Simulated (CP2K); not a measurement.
Two runs for the Cl L₂,₃ edge of 3-chloropyrrole. Run A: CP2K XAS_TDP, all-electron GAPW, PBEh(45%), aug-pc-1, TDA, ZORA, spin–orbit coupling. Run B differs in one setting.

First lines with a strength over 0.0003. A:

```csv
atom,energy (eV),states,"strength, one atom"
Cl1 (bonded to C),199.54,2,0.0080
,201.05,2,0.0053
,201.56,2,0.0007
,201.68,3,0.0003
,201.72,1,0.0010
```

B:

```csv
atom,energy (eV),states,"strength, one atom"
Cl1 (bonded to C),203.25,2,0.0076
,204.75,2,0.0054
,205.28,2,0.0006
,205.35,3,0.0004
,205.40,1,0.0011
```

Which was it: the functional, GW2X switched on, the basis?

GW2X switched on. GW2X shifts the lines nearly together; each 2p level gets its own shift. The lowest line over the strength cut lies at 203.25 eV, against 199.54 eV (PBEh(45%), aug-pc-1).

[Banner, clock and machine lines of the logs are left out without a mark of their own.]

[Logs are printed without paths, hosts, clocks, repeated set-up lines and the standing remarks that a program may print on its own settings, such as how far it seeks lower states.]

[Hosts, paths, dates, database ids (printed as entryN), source tags and the programs' standing remarks are cut or masked in the printed files.]
